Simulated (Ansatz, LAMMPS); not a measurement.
# Forces and charges in liquid (Cs,K,Li)F at 1540 K (82 atoms), part 2 of 2

Wanted: forces, charges and levels of liquid (Cs,K,Li)F at 1540 K (82 atoms).

Ansatz 0.2.0; Kohn-Sham DFT, PBEsol, PAW (set soft_2), plane waves.

The cell: 15 Cs, 8 K, 18 Li and 41 F. The starting topology of bonds comes from the classical model. The ion parameters were fitted for water, not for melts. Sampling is at Γ alone, for a cell whose shortest periodic width is 13 Å. Spin–orbit coupling is left out.

So far: The structure; How the cell was made; Plane-wave single point.

### 3. Plane-wave single point (continued)

Electrostatic potential energy in the ac plane at fractional y = 0.521, with atoms of Cs and K and Li and F within 0.2 Å of it. With pseudopotentials it is smooth inside the atoms' cores, unlike the true potential.

Values in eV, 13 rows by 16 columns, each cell a mean:
```
  6   0  -9  -2   1  -3  -3   2   2  -4  -1   3   4   5   6   7
  4 -12 -24 -13   2   3   3   5   6   5   5   5   5   5   5   5
  3  -1  -7   1   4   5   5   3   4   6   6   7   7   7   6   5
  3   3   4   6   0   2   3 -15 -12   3   6   7 -10   3   7   4
  2   3   4   5   5   4   2  -4  -3   2   0   2   4   7   6   3
  2   4   4   0 -13 -11   1   4   4  -6 -20 -19   0   6   6   4
 -6 -11   5  -4 -23 -21  -1   5   6  -4 -19 -18   0   6   5   5
 -4  -8   6   3  -4  -3   4   6   6   4   1   2   6   5  -9  -4
  6   7   6   6   5   5   5   5   2  -9  -6   4   6   4 -10  -5
  7   7   6   4   0   2   5   5  -4 -21 -16   3   6   4   3   5
  6   6   5   2 -15  -4 -11 -13   3  -3   0   6   5 -11 -12   4
  5   4   5   4   1   3  -3  -4   5   3   4   6   6  -2  -3   5
  6   4   4   4   3   0   1   3   2  -4  -1   4   5   6   7   7
```
Columns run along a (13.1 Å; values clipped at the 3rd and 97th percentile), rows up along c (13.1 Å). Atoms in or near the plane, at fractional coordinates: Cs at (0.67, 0.54), K at (0.15, 0.88), Li at (0.87, 0.16), Li at (0.92, 0.38), F at (0.06, 0.46), F at (0.43, 0.16).

Mean Löwdin charges: Cs +0.95, F -0.77, K +0.85, Li +0.79 e (they miss 0.68 % of the electrons, so they add up to more than the cell's charge).

### 4. Local order

Bonds and neighbours are counted at the geometry of the runs.

Density 2.35 g/cm³, 27.69 Å³ an atom.

g(r), total and by pair (bins of 0.2 Å):

```csv
r (Å),total,F-F,F-Li,F-Cs,F-K,Li-Li,Li-Cs
1.80,0.31,0.00,1.43,0.00,0.00,0.00,0.00
2.00,1.79,0.00,8.20,0.00,0.00,0.00,0.00
2.20,1.18,0.00,5.38,0.00,0.00,0.00,0.00
2.40,0.42,0.00,1.50,0.00,0.92,0.00,0.00
2.60,0.60,0.17,0.36,1.08,2.45,0.81,0.00
2.80,1.60,0.53,0.30,4.16,5.25,2.07,0.00
3.00,1.10,0.83,0.28,2.62,1.53,2.44,1.12
3.20,1.10,1.57,0.23,1.44,1.08,2.20,1.62
3.40,1.00,1.38,0.32,1.54,0.71,0.94,0.86
3.60,0.81,1.25,0.29,0.57,0.86,0.82,2.08
3.80,1.41,1.85,0.76,1.02,0.56,1.57,2.99
4.00,0.79,0.94,0.61,0.55,0.36,2.13,1.26
4.20,1.09,1.52,0.96,0.66,0.46,0.93,1.33
4.40,1.05,1.12,0.83,1.06,0.29,0.87,1.57
4.60,0.85,0.71,1.16,0.84,0.39,0.26,1.27
4.80,0.89,0.65,1.32,0.64,0.48,0.72,1.60
5.00,1.08,0.73,1.32,0.88,1.10,0.45,1.60
5.20,1.07,1.16,1.17,1.14,1.12,0.62,0.74
5.40,0.96,0.92,0.93,0.85,1.14,1.54,0.81
5.60,1.02,1.10,1.28,1.07,1.23,0.53,0.65
5.80,0.90,0.99,0.95,1.23,1.06,0.33,0.50
6.00,0.95,0.78,1.05,0.85,1.30,1.40,0.93
6.20,1.00,1.14,0.96,1.03,1.01,1.15,0.52
6.40,1.03,0.94,0.92,1.15,1.29,1.09,0.91
```

Bonds by pair of elements; cutoffs follow the first minimum of g(r), held within bounds set by covalent radii, and pairs that aren't listed don't count as bonded:

```
pair A-B  cutoff (Å)  bonds  mean length (Å)  spread (Å)  shortest (Å)  B about A  A about B
    F-Li        2.46     58              2.1       0.147          1.81       1.42       3.22
    F-Cs        3.52     65             3.00        0.25          2.55       1.58       4.33
     F-K        3.38     33             2.84       0.223          2.41      0.805       4.12
```

The cutoffs for F-Li and F-K fall short of the minimum of g(r), so counts run low and odd coordinations can be artefacts.

How many atoms have how many bonded neighbours:

```csv
element,mean,2,3,4,5,6
Cs,4.33,2,1,4,6,2
F,3.81,1,11,24,5,0
K,4.12,0,1,5,2,0
Li,3.22,0,14,4,0,0
```

Bond angles (no mean is given where the spread exceeds 20°):

```
  angle  count  mean (°)  spread (°)
 F-Cs-F    119         -           -
Cs-F-Li     85         -           -
 F-Li-F     66       113        19.6
  F-K-F     53         -           -
Cs-F-Cs     40         -           -
```

Bond length by coordination (bonds to H left out):

| element | coordination | atoms | mean bond length (Å) |
| --- | --- | --- | --- |
| Cs | 2 | 2 | 3.05 |
| Cs | 3 | 1 | 3.04 |
| Cs | 4 | 4 | 3.03 |
| Cs | 5 | 6 | 2.96 |
| Cs | 6 | 2 | 3.05 |
| F | 2 | 1 | 2.17 |
| F | 3 | 11 | 2.59 |
| F | 4 | 24 | 2.62 |
| F | 5 | 5 | 2.75 |
| K | 3 | 1 | 2.96 |
| K | 4 | 5 | 2.78 |
| K | 5 | 2 | 2.90 |
| Li | 3 | 14 | 2.08 |
| Li | 4 | 4 | 2.15 |

For some of the pairs, g(r) has its first main peak near 2.1 Å (F-Li), 2.8 Å (F-Cs), 2.8 Å (F-K) and 3.1 Å (Li-Li).

A closer look about Cs10, whose charge lies farthest from its element's mean: 10 atoms, nearest first, numbered in the order of the input, with positions taken from that point.

```csv
atom,x,y,z,distance (Å),bonds,Löwdin charge (e),Fx,Fy,Fz (eV/Å)
Cs10,0.00,0.00,0.00,0.00,6,0.98,0.23,-0.12,-0.09
F72,-1.41,-1.43,-1.86,2.73,4,-0.76,-0.23,-0.50,-0.45
F55,-0.34,-2.58,1.03,2.80,4,-0.76,-0.60,0.33,0.72
F56,1.30,2.45,-0.62,2.84,4,-0.77,-0.23,-0.44,0.86
F54,2.37,-1.18,-1.16,2.89,4,-0.76,0.96,-0.56,-0.38
Li26,-0.85,2.84,-0.41,3.00,4,0.77,0.54,1.67,0.79
F46,-2.60,-0.26,1.77,3.16,4,-0.75,0.76,0.23,0.03
Li25,-0.91,-1.48,2.71,3.22,3,0.81,0.25,0.41,-0.93
Li39,-2.22,-2.38,-0.04,3.26,3,0.79,0.24,-0.43,0.15
F45,0.84,-0.58,3.15,3.31,4,-0.77,-0.81,-0.37,0.02
```

The column of bonds counts only the pairs F-Li within 2.46 Å, F-Cs within 3.52 Å, F-K within 3.38 Å; other neighbours, such as metal atoms beside each other in a compound, aren't counted, and periodic images can show an atom twice.

### 5. Results

```
free energy per atom                             : -1615.5494 eV/atom
pressure                                         : -2.985 GPa
r.m.s. force component                           : 0.4409 eV/Å
gap (highest filled to lowest empty level) : 3.287 eV
wall time of the 1 DFT run                       : 25 s
```

**Reading.** Between filled and empty levels lie 3.29 eV (at Γ alone); a semilocal functional tends to put such gaps too low. In a disordered cell it changes from sample to sample and from frame to frame.

**Limits.** The force components of 0.44 eV/Å r.m.s. reflect the temperature of the frame as well as the gap between the generating potential and DFT. The pressure of -3.0 GPa is that of one thermal frame, in which the classical model's bond lengths enter as well as the volume, without the kinetic term.

[Logs are printed without paths, hosts, clocks, repeated set-up lines and the standing remarks that a program may print on its own settings, such as how far it seeks lower states.]

[Hosts, paths, dates, database ids (printed as entryN), source tags and the programs' standing remarks are cut or masked in the printed files.]
